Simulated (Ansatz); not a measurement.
# 1T-PtS2 monolayer in a perpendicular field, part 2 of 3

Aim: how the 1T-PtS2 monolayer screens a field along its normal, and what the field does to its bands. A positive field points along +c.

Ansatz 0.2.0; plane-wave DFT, PBE-D3(BJ), Ansatz PAW.

So far. Step 2 (Relaxing the slab): The lattice constant a goes from 3.570 to 3.541 Å.

## Step 3: Single point, field 0

A sawtooth potential applies the field, turning back in the middle of the vacuum. With the dipole correction the typed value is the field outside the slab. The induced dipole is small, so the SCF threshold is tight.

The cell differs from the one that the last finished run ended in (c 27.828 → 20.484 Å).

Input file input.yaml:

```yaml
crystal:
  lattice:
    - [3.5414946606, 0.0, 0.0]
    - [-1.7707473303, 3.0670243434, 0.0]
    - [0.0, 0.0, 20.4835940331]
  atoms:
    - { symbol: S, position: [0.6666666667, 0.3333333333, 0.4393760189] }
    - { symbol: Pt, position: [0.0, 0.0, 0.5] }
    - { symbol: S, position: [0.3333333333, 0.6666666667, 0.5606239811] }
kpoints:
  mp_grid: { grid: [18, 18, 1] }
  band_path:
    path: [[0, 0, 0], [0.5, 0, 0], [0.33333333, 0.33333333, 0], [0, 0, 0]]
    npoints: 16
hamiltonian:
  xc: pbe
  dispersion: d3bj
scf:
  occupations: { method: fermi_dirac, width: 0.02585 }
  convergence: { dr2_threshold: 1.0e-10 }
efield:
  axis: 3
  dipole_correction: true
  ramp_position: 0.97
  ramp_width: 0.06
  amplitude: 0
output:
  dos: { projected: true, e_range: [-6, 5] }
  bader: true
  write_potential: true
  write_density: true
  volumetric_format: npy
  elf: true
```

Command:

```bash
$ ansatz run input.yaml --threads 2 --pin off --max-ram 3072MiB --backend cpu --events-out ev --progress --plain --runs-dir out
```

Numbers of over 12 decimals in the logs are rounded to 6 here.

The log of the run:

```text
[...]
Crystal: 3 atoms, lattice volume = 222.490 Å³
Basis set: ecut = 420 eV, 4335 PW (Γ)
Bands: 19, of which v1, the nominal top of the filled ones, is band 15 counted from 1 (14 counted from 0)
Symmetry: 6 space group operations
k-points: 37 of 324 (time reversal used)
[...]
SCF iter   1: F=—  HF=-14329.073019 eV  |F-HF|=—  |Δ(HF+E_count)|=         —  Δρ=1.34e-3  dr2=2.66e-3  ethr=1.77e-3  p=0.000 e·Å  D=1.87e-14 V/Å  ΔV_dip=-0.00 eV  dr2_dipole=1.05e-8  V_vac-E_F(+/−)=5.55/5.55 eV  ⟨swp⟩=9.7  Hψ=4667  notcnv=0
efield: sawtooth ramp at fractional position 0.9700 (set: `efield.ramp_position`, or a place that a band, a saddle search or an elastic batch's reference lends), width 0.0600; the density the first Hamiltonian is built on has a dipole p = 0.000 e·Å; the dipole correction subtracts the counter field D = 1.87e-14 V/Å, which shifts the + side's vacuum level by -0.00 eV against the − side's; the planar-averaged density in the ramp window peaks in size at 2.6e-6 e/Å³
[...]
SCF iter   2: F=—  HF=-14329.073590 eV  |F-HF|=—  |Δ(HF+E_count)|=   5.71e-4  Δρ=7.10e-4  dr2=6.89e-4  ethr=8.87e-6  p=-0.000 e·Å  D=-6.52e-5 V/Å  ΔV_dip=0.00 eV  dr2_dipole=2.82e-7  V_vac-E_F(+/−)=5.46/5.45 eV  ⟨swp⟩=3.1  Hψ=1881  notcnv=0
[...]
SCF iter  11: F=-14329.074009 eV  HF=-14329.074009 eV  |F-HF|=6.91e-11  |Δ(HF+E_count)|=  6.62e-10  Δρ=1.55e-7  dr2=7.63e-11  ethr=1.00e-12  p=-0.000 e·Å  D=-8.95e-7 V/Å  ΔV_dip=0.00 eV  dr2_dipole=7.00e-12  V_vac-E_F(+/−)=5.43/5.43 eV  ⟨swp⟩=3.2  Hψ=2775  notcnv=0
SCF 1 converged in 11 iterations: F = -14329.074009 eV  dr2 = 7.63e-11
[...]
NSCF: frozen V_eff on 49 k-points
efield: sawtooth ramp at fractional position 0.9700 (kept from the solve that this one continues, or follows in the run), width 0.0600; the density the first Hamiltonian is built on has a dipole p = -0.000 e·Å; the dipole correction subtracts the counter field D = -8.95e-7 V/Å, which shifts the + side's vacuum level by +0.00 eV against the − side's; the planar-averaged density in the ramp window peaks in size at 1.1e-6 e/Å³
WARN: The output density's exchange-correlation potential varies sharply where the density is thin. Do not read a vacuum level from v_tot or v_xc, or from such a field of the output density. On a cell that repeats whose density bears no net charge and no dipole along the vacuum's axis use v_es (v_loc + v_h of the components); under efield.dipole_correction with no amplitude use v_es + v_field, which holds any externa [...]
SCF converged after 11 iterations
Free energy (F): -14329.074009 eV
[...]
Internal energy: -14329.074009 eV  (E = F + TS)
E sigma→0 (E₀):  -14329.074009 eV
Fermi energy:    -1.378131 eV
Dipole field:    D = 0.000002 V/Å  (p = 0.000003 e·Å, saw-weighted, corrected)
Work function:   Φ+ = 5.4327 eV   Φ− = 5.4327 eV
Levels:          The Fermi level and band energies are counted from a zero that moves with the ramp; work functions are not
[...]
--- Band table (eV; the first three rows and the last of 37) ---
  k-point 0: bands = [... 11 lower, -3.1148, -3.0041, -2.5349, -2.5349, 0.9529, 0.9529, 3.1384, 3.5055]
  k-point 1: bands = [... 11 lower, -3.3159, -2.9415, -2.5127, -2.4370, 0.7445, 0.8972, 3.2325, 3.5969]
  k-point 2: bands = [... 11 lower, -3.6878, -2.7794, -2.4703, -2.3257, 0.2702, 0.7610, 3.4816, 3.7881]
  k-point 36: bands = [... 11 lower, -4.7577, -4.5921, -2.9895, -2.9895, -0.1169, -0.1169, 4.5829, 6.6626]
--- Bader charges: 3 sites ---
  site symbol  charge [e]  shift [e]
     0      S     -0.2385     0.0058
     1     Pt      0.4771     0.0116
     2      S     -0.2386     0.0058
  estimated error of the sums over rays = 5.5e-4 e
```

Run time: 25 s. Hardware: 2 threads of Arm Neoverse V2, shared host; peak memory 0.48 GiB.

This step gave:

```yaml
gap_on_the_k_mesh: 1.817 eV
dipole_along_the_normal: 3.05e-6 e·Å
gap_along_the_path: 1.821 eV
smallest_direct_gap_along_the_path: 1.919 eV
ionisation_energy_upper_face: 6.359 eV
electron_affinity_upper_face: 4.538 eV
gap_the_smaller_of_path_and_mesh: 1.817 eV
```

Running mean over a fixed 2.7 Å (it still follows the layers) of the planar mean; the ramp of the sawtooth is left out. Table of electron's electrostatic potential energy less the Fermi level by z:

```tsv
z (Å)	electron's electrostatic potential energy less the Fermi level (eV)
2.84	5.43
3.27	5.43
3.70	5.43
3.98	5.43
4.41	5.43
4.84	5.43
5.26	5.43
5.69	5.42
5.97	5.40
6.40	5.33
6.83	5.04
7.25	4.04
7.68	2.30
8.11	0.251
8.39	-1.36
8.82	-4.27
9.25	-7.24
9.67	-9.32
10.10	-10.1
10.38	-10.1
10.81	-9.32
11.24	-7.24
11.66	-4.27
12.09	-1.36
12.38	0.251
12.80	2.30
13.23	4.04
13.66	5.04
14.08	5.33
14.51	5.40
14.79	5.42
15.22	5.43
15.65	5.43
16.07	5.43
16.50	5.43
16.79	5.43
17.21	5.43
17.64	5.43
```

The density of states has structure finer than the step of the table below, so its rows give means over 0.2 eV, whole bins alone (the curve runs from -6 to 2.88 eV). Peaks (eV: height): -5.59: 6.69, -4.65: 8.13, -2.97: 15.9, -1.09: 10.4, -0.98: 9.85, 1.11: 6.00, 1.69: 5.30.

The density of states by energy, zero at the Fermi level of the run, which the smearing sets inside the gap; means over each step:

energy (eV), density of states (states/eV a cell) and a bar:
```
     -5.8        1.2 ####
     -5.6        3.1 ###########
     -5.4        2.9 ##########
     -5.2        1.4 #####
     -5.0        1.9 #######
     -4.8        2.8 ##########
     -4.6        5.2 ###################
     -4.4        3.8 ##############
     -4.2        2.5 #########
     -4.0        2.5 #########
     -3.8        1.1 ####
     -3.6        0.4 ##
     -3.4        0.5 ##
     -3.2        2.2 ########
     -3.0        8.3 ##############################
     -2.8        2.2 ########
     -2.6        1.4 #####
     -2.4        1.7 ######
     -2.2        3.0 ###########
     -2.0        3.1 ###########
     -1.8        2.4 #########
     -1.6        2.6 ##########
     -1.4        3.7 #############
     -1.2        4.2 ###############
     -1.0        5.6 ####################
     -0.8        0.0 
     -0.6        0.0 
     -0.4        0.0 
     -0.2        0.0 
      0.0        0.0 
      0.2        0.0 
      0.4        0.0 
      0.6        0.0 
      0.8        0.0 
      1.0        2.8 ##########
      1.2        3.5 #############
      1.4        2.2 ########
      1.6        3.6 #############
      1.8        4.7 #################
      2.0        2.7 ##########
      2.2        0.5 ##
      2.4        0.0 
      2.6        0.0
```

Projected DOS per atom over height of the atomic layer and energy from the Fermi level. Layers: S Pt S from below.

Ten even steps from '_' (0.00 states/eV) to '@' (3.75 states/eV), each cell a mean:
```
______
______
------
::::::
::::::
______
______
______
______
--..--
--::--
::::::
::::::
......
::@@::
__..__
__::__
..==..
--**--
..::..
::::::
..--..
```
Columns: height of the atomic layer (Å) from 9 to 11.5; rows upwards: energy from the Fermi level (eV) from -5.96 to 2.86.

The electronic bands at the labelled points (eV, zero at the Fermi level of the run, which the smearing sets inside the gap):

```tsv
point	band 12	band 13	band 14	band 15	band 16	band 17	band 18	band 19
Γ	-1.74	-1.63	-1.16	-1.16	2.33	2.33	4.52	4.88
halfway	-2.94	-1.36	-1.28	-1.07	0.89	1.89	5.33	5.85
M	-3.03	-2.88	-2.59	-2.34	1.97	2.11	4.61	5.82
halfway	-3.15	-3.15	-2.02	-1.66	1.40	1.76	5.33	6.90
K	-3.38	-3.21	-1.61	-1.61	1.26	1.26	5.96	8.04
halfway	-2.98	-1.72	-1.38	-0.93	1.18	1.30	6.01	6.09
Γ	-1.74	-1.63	-1.16	-1.16	2.33	2.33	4.52	4.88
```

Valence density in the ca plane at fractional y = 0.000, with atoms of Pt within 0.2 Å of it. It is the smooth field of the valence electrons, not physical close to the nuclei.

Ten steps, logarithmic in the rise over the least value, from '0' (0 e/Å³) to '9' (11 e/Å³), each cell a mean:
```
00000000000000000001247998631000000000000000
00000000000000000001235776421100000000000000
00000000000000000011233343322100000000000000
00000000000000000012332222332210000000000000
00000000000000000012332222332210000000000000
00000000000000000012233333332110000000000000
00000000000000000001234554321100000000000000
00000000000000000001236887521000000000000000
00000000000000000001248999631000000000000000
```
Columns run along c (16.0 Å, from fractional 0.08 to 0.86 of the cell), rows up along a (3.5 Å). Atoms in or near the plane, at fractional coordinates: Pt at (0.50, 0.00).

ELF in the ca plane at fractional y = 0.000, with atoms of Pt within 0.2 Å of it. It is the smooth field of the valence electrons, not physical close to the nuclei.

Values, 5 rows by 16 columns, each cell a mean:
```
0.00 0.00 0.00 0.00 0.00 0.00 0.05 0.25 0.57 0.44 0.15 0.02 0.00 0.00 0.00 0.00
0.00 0.00 0.00 0.00 0.00 0.06 0.35 0.51 0.30 0.39 0.49 0.21 0.02 0.00 0.00 0.00
0.00 0.00 0.00 0.00 0.01 0.13 0.57 0.65 0.27 0.45 0.68 0.39 0.04 0.00 0.00 0.00
0.00 0.00 0.00 0.00 0.00 0.03 0.23 0.40 0.35 0.36 0.37 0.13 0.01 0.00 0.00 0.00
0.00 0.00 0.00 0.00 0.00 0.00 0.03 0.26 0.63 0.51 0.13 0.01 0.00 0.00 0.00 0.00
```
Columns run along c (16.0 Å, from fractional 0.08 to 0.86 of the cell), rows up along a (3.5 Å). Atoms in or near the plane, at fractional coordinates: Pt at (0.50, 0.00).

Electrostatic potential energy in the ca plane at fractional y = 0.000, with atoms of Pt within 0.2 Å of it. With pseudopotentials it is smooth inside the atoms' cores, unlike the true potential.

Ten even steps from '0' (-46 eV) to '9' (4 eV), each cell a mean:
```
99999999999999999999960000389999999999999999
99999999999999999999984102789999999999999999
99999999999999999999988777889999999999999999
99999999999999999998888998888999999999999999
99999999999999999998888999888999999999999999
99999999999999999999888888888999999999999999
99999999999999999999987446889999999999999999
99999999999999999999971000589999999999999999
99999999999999999999860000289999999999999999
```
Columns run along c (16.0 Å, from fractional 0.08 to 0.86 of the cell; values clipped at the 3rd and 97th percentile), rows up along a (3.5 Å). Atoms in or near the plane, at fractional coordinates: Pt at (0.50, 0.00).

The gap is 1.82 eV, with the valence edge 6.36 eV and the conduction edge 4.54 eV under the upper vacuum level. Spin-orbit coupling, left out in this run, matters for the bands of elements this heavy.

## Step 4: Atoms held, field 0.1 V/Å

input.yaml, as its differences from that of step 3:

```diff
@@ -25,6 +25,4 @@
   ramp_width: 0.06
-  amplitude: 0
+  amplitude: 0.1
 output:
-  dos: { projected: true, e_range: [-6, 5] }
-  bader: true
   write_potential: true
@@ -32,2 +30 @@
   volumetric_format: npy
-  elf: true
```

The log of the run:

```text
[...]
Crystal: 3 atoms, lattice volume = 222.490 Å³
Basis set: ecut = 420 eV, 4335 PW (Γ)
Bands: 19, of which v1, the nominal top of the filled ones, is band 15 counted from 1 (14 counted from 0)
Symmetry: 6 space group operations
k-points: 37 of 324 (time reversal used)
[...]
--- Band table (eV; the first three rows and the last of 37) ---
  k-point 0: bands = [... 11 lower, -3.1166, -3.0034, -2.5354, -2.5354, 0.9524, 0.9524, 3.0683, 3.5277]
  k-point 1: bands = [... 11 lower, -3.3167, -2.9419, -2.5131, -2.4374, 0.7441, 0.8967, 3.1530, 3.6272]
  k-point 2: bands = [... 11 lower, -3.6883, -2.7800, -2.4707, -2.3260, 0.2697, 0.7605, 3.3743, 3.8490]
  k-point 36: bands = [... 11 lower, -4.7582, -4.5925, -2.9944, -2.9855, -0.1206, -0.1142, 4.5821, 6.6396]
[key lines of the parts left out:]
SCF converged after 15 iterations
Free energy (F): -14329.075347 eV
Fermi energy:    -1.378534 eV
Dipole field:    D = 0.021784 V/Å  (p = 0.026785 e·Å, saw-weighted, corrected)
```

The job ended after 18 s (2 threads; peak memory 0.46 GiB; 34 s of CPU time).

The dipole is 0.0268 e·Å, and the gap 1.816 eV.

## Step 5: Atoms held, field -0.1 V/Å

input.yaml, as its differences from that of step 4:

```diff
@@ -25,3 +25,3 @@
   ramp_width: 0.06
-  amplitude: 0.1
+  amplitude: -0.1
 output:
```

The log of the run:

```text
[...]
Crystal: 3 atoms, lattice volume = 222.490 Å³
Basis set: ecut = 420 eV, 4335 PW (Γ)
Bands: 19, of which v1, the nominal top of the filled ones, is band 15 counted from 1 (14 counted from 0)
Symmetry: 6 space group operations
k-points: 37 of 324 (time reversal used)
[...]
--- Band table (eV; the first three rows and the last of 37) ---
  k-point 0: bands = [... 11 lower, -3.1166, -3.0034, -2.5354, -2.5354, 0.9524, 0.9524, 3.0683, 3.5277]
  k-point 1: bands = [... 11 lower, -3.3167, -2.9419, -2.5131, -2.4374, 0.7441, 0.8967, 3.1530, 3.6272]
  k-point 2: bands = [... 11 lower, -3.6883, -2.7800, -2.4707, -2.3260, 0.2697, 0.7605, 3.3743, 3.8490]
  k-point 36: bands = [... 11 lower, -4.7582, -4.5925, -2.9944, -2.9855, -0.1206, -0.1142, 4.5821, 6.6396]
[key lines of the parts left out:]
SCF converged after 15 iterations
Free energy (F): -14329.075347 eV
Fermi energy:    -1.378534 eV
Dipole field:    D = -0.021784 V/Å  (p = -0.026785 e·Å, saw-weighted, corrected)
```

It took 18 s on 2 threads; peak memory 0.46 GiB; 35 s of CPU time.

The dipole is -0.0268 e·Å, and the gap 1.816 eV.

## Step 6: Atoms held, field 0.2 V/Å

input.yaml, as its differences from that of step 5:

```diff
@@ -25,3 +25,3 @@
   ramp_width: 0.06
-  amplitude: -0.1
+  amplitude: 0.2
 output:
```

The log of the run:

```text
[...]
Crystal: 3 atoms, lattice volume = 222.490 Å³
Basis set: ecut = 420 eV, 4335 PW (Γ)
Bands: 19, of which v1, the nominal top of the filled ones, is band 15 counted from 1 (14 counted from 0)
Symmetry: 6 space group operations
k-points: 37 of 324 (time reversal used)
[...]
--- Band table (eV; the first three rows and the last of 37) ---
  k-point 0: bands = [... 11 lower, -3.1217, -3.0014, -2.5368, -2.5368, 0.9510, 0.9510, 2.8834, 3.5375]
  k-point 1: bands = [... 11 lower, -3.3189, -2.9430, -2.5146, -2.4386, 0.7426, 0.8953, 2.9534, 3.6333]
  k-point 2: bands = [... 11 lower, -3.6899, -2.7820, -2.4722, -2.3270, 0.2682, 0.7591, 3.1415, 3.8781]
  k-point 36: bands = [... 11 lower, -4.7597, -4.5938, -3.0002, -2.9825, -0.1253, -0.1124, 4.5796, 6.6084]
[key lines of the parts left out:]
SCF converged after 16 iterations
Free energy (F): -14329.079365 eV
Fermi energy:    -1.379744 eV
Dipole field:    D = 0.043568 V/Å  (p = 0.053570 e·Å, saw-weighted, corrected)
```

It took 18 s on 2 threads; peak memory 0.46 GiB.

The dipole is 0.0536 e·Å, and the gap 1.815 eV.

## Step 7: Single point, field -0.2 V/Å

input.yaml, as its differences from that of step 6:

```diff
@@ -25,3 +25,3 @@
   ramp_width: 0.06
-  amplitude: 0.2
+  amplitude: -0.2
 output:
```

The log of the run:

```text
[...]
Crystal: 3 atoms, lattice volume = 222.490 Å³
Basis set: ecut = 420 eV, 4335 PW (Γ)
Bands: 19, of which v1, the nominal top of the filled ones, is band 15 counted from 1 (14 counted from 0)
Symmetry: 6 space group operations
k-points: 37 of 324 (time reversal used)
[...]
--- Band table (eV; the first three rows and the last of 37) ---
  k-point 0: bands = [... 11 lower, -3.1217, -3.0014, -2.5368, -2.5368, 0.9510, 0.9510, 2.8834, 3.5375]
  k-point 1: bands = [... 11 lower, -3.3189, -2.9430, -2.5146, -2.4386, 0.7426, 0.8953, 2.9534, 3.6333]
  k-point 2: bands = [... 11 lower, -3.6899, -2.7820, -2.4722, -2.3270, 0.2682, 0.7591, 3.1415, 3.8781]
  k-point 36: bands = [... 11 lower, -4.7597, -4.5938, -3.0002, -2.9825, -0.1253, -0.1124, 4.5796, 6.6084]
[key lines of the parts left out:]
SCF converged after 16 iterations
Free energy (F): -14329.079365 eV
Fermi energy:    -1.379744 eV
Dipole field:    D = -0.043569 V/Å  (p = -0.053570 e·Å, saw-weighted, corrected)
```

It took 18 s on 2 threads; peak memory 0.47 GiB; 34 s of CPU time.

The dipole is -0.0536 e·Å, and the gap 1.815 eV.

## Step 8: Atoms held, field 0.35 V/Å

input.yaml, as its differences from that of step 7:

```diff
@@ -25,4 +25,6 @@
   ramp_width: 0.06
-  amplitude: -0.2
+  amplitude: 0.35
 output:
+  dos: { projected: true, e_range: [-6, 5] }
+  bader: true
   write_potential: true
@@ -30 +32,2 @@
   volumetric_format: npy
+  elf: true
```

The log of the run:

```text
[...]
Crystal: 3 atoms, lattice volume = 222.490 Å³
Basis set: ecut = 420 eV, 4335 PW (Γ)
Bands: 19, of which v1, the nominal top of the filled ones, is band 15 counted from 1 (14 counted from 0)
Symmetry: 6 space group operations
k-points: 37 of 324 (time reversal used)
[...]
k-point 2: bands = [... 11 lower, -3.6944, -2.7874, -2.4763, -2.3297, 0.2641, 0.7552, 2.6722, 3.5463]
  k-point 36: bands = [... 11 lower, -4.7638, -4.5975, -3.0108, -2.9798, -0.1341, -0.1116, 4.5727, 6.5444]
--- Bader charges: 3 sites ---
  site symbol  charge [e]  shift [e]
     0      S     -0.2604     0.0058
     1     Pt      0.4771     0.0116
     2      S     -0.2167     0.0058
  estimated error of the sums over rays = 5.6e-4 e
[key lines of the parts left out:]
SCF converged after 14 iterations
Free energy (F): -14329.090416 eV
Fermi energy:    -1.383104 eV
Dipole field:    D = 0.076285 V/Å  (p = 0.093796 e·Å, saw-weighted, corrected)
```

Wall time 27 s (2 threads); peak memory 0.46 GiB; 53 s of CPU time.

The dipole is 0.0938 e·Å, and the gap 1.813 eV.

## Step 9: Response, atoms held

This step: plane-wave DFT, PBE-D3(BJ), Ansatz PAW; response to a field along the normal, atoms held (Ansatz 0.2.0).

The dipoles give the slope, and the difference of two potentials shows where the field is screened.

This step gave:

| Quantity | Value |
| --- | --- |
| equivalent conductor thickness p/(ε₀AE) | 4.462 Å |
| distance between the outer atoms | 2.484 Å |

Dipole of the cell against applied field:

```tsv
applied field (V/Å)	dipole of the cell (e·Å)
-0.200	-0.0536
-0.100	-0.0268
0.000	3.0e-6
0.100	0.0268
0.200	0.0536
0.350	0.0938
```

Local field over the applied field, running mean. From the potentials at -0.1 and 0.1 V/Å; running mean over 2.5 Å. Table of local field over applied field by z:

```tsv
z (Å)	local field over applied field
4.13	1.000
4.41	0.999
4.84	0.998
5.12	0.995
5.41	0.992
5.83	0.979
6.12	0.963
6.40	0.937
6.83	0.868
7.11	0.798
7.40	0.714
7.82	0.571
8.11	0.469
8.39	0.367
8.82	0.230
9.10	0.155
9.39	0.0989
9.82	0.0468
10.10	0.0312
10.38	0.0312
10.67	0.0468
11.10	0.0989
11.38	0.155
11.66	0.230
12.09	0.367
12.38	0.469
12.66	0.571
13.09	0.714
13.37	0.798
13.66	0.868
14.08	0.937
14.37	0.963
14.65	0.979
15.08	0.992
15.36	0.995
15.65	0.998
16.07	0.999
16.36	1.000
```

Electrons, planar mean, per unit field. Table of induced electron density by z:

z (Å), induced electron density (e/Å³ per V/Å) and a bar from the least value:
```
     4.13    0.00000 ###############
     4.55    0.00001 ###############
     4.98    0.00001 ###############
     5.41    0.00004 ###############
     5.83    0.00009 ###############
     6.26    0.00023 ################
     6.69    0.00054 #################
     7.11    0.00118 ####################
     7.54    0.00230 #########################
     7.97    0.00335 ##############################
     8.39    0.00260 ###########################
     8.82    0.00138 #####################
     9.25    0.00114 ####################
     9.67   -0.00020 ##############
    10.10    0.00004 ###############
    10.38   -0.00004 ###############
    10.81    0.00020 ################
    11.24   -0.00114 ##########
    11.66   -0.00138 #########
    12.09   -0.00260 ###
    12.52   -0.00335 
    12.94   -0.00230 #####
    13.37   -0.00118 ##########
    13.80   -0.00054 #############
    14.22   -0.00023 ##############
    14.65   -0.00009 ###############
    15.08   -0.00004 ###############
    15.50   -0.00001 ###############
    15.93   -0.00001 ###############
    16.36    0.00000 ###############
```

The smaller of the gaps on the path and on the k-mesh, counted as 0 under 0.03 eV. The gap stays at 1.82 eV for applied field from -0.2 to 0.35 V/Å.

By hand: between -0.1 and 0.1 V/Å the dipole changes by 0.05357 e·Å, a slope of 0.2678 e·Å²/V. A perfect conductor of thickness t has p = ε₀AEt, so t = 180.95 × 0.2678 / 10.862 = 4.46 Å (e/ε₀ = 180.95 V·Å, A in Å²).

The induced dipole is that of a conductor 4.46 Å thick.

[end of part 2 of 3]

[Logs are printed without paths, hosts, clocks, repeated set-up lines and the standing remarks that a program may print on its own settings, such as how far it seeks lower states.]

[Hosts, paths, dates, database ids (printed as entryN), source tags and the programs' standing remarks are cut or masked in the printed files.]

[Maps of the electrostatic potential energy from Ansatz leave out the sawtooth potential of an applied field or a dipole correction, so their vacuum need not be flat; planar profiles and work functions include it.]

[The density of states shown here was stored with 400 of the rows of the run's finer table, so its peaks can read low, often by over a quarter, or be missed, and its means over a window can be off by a tenth or more.]
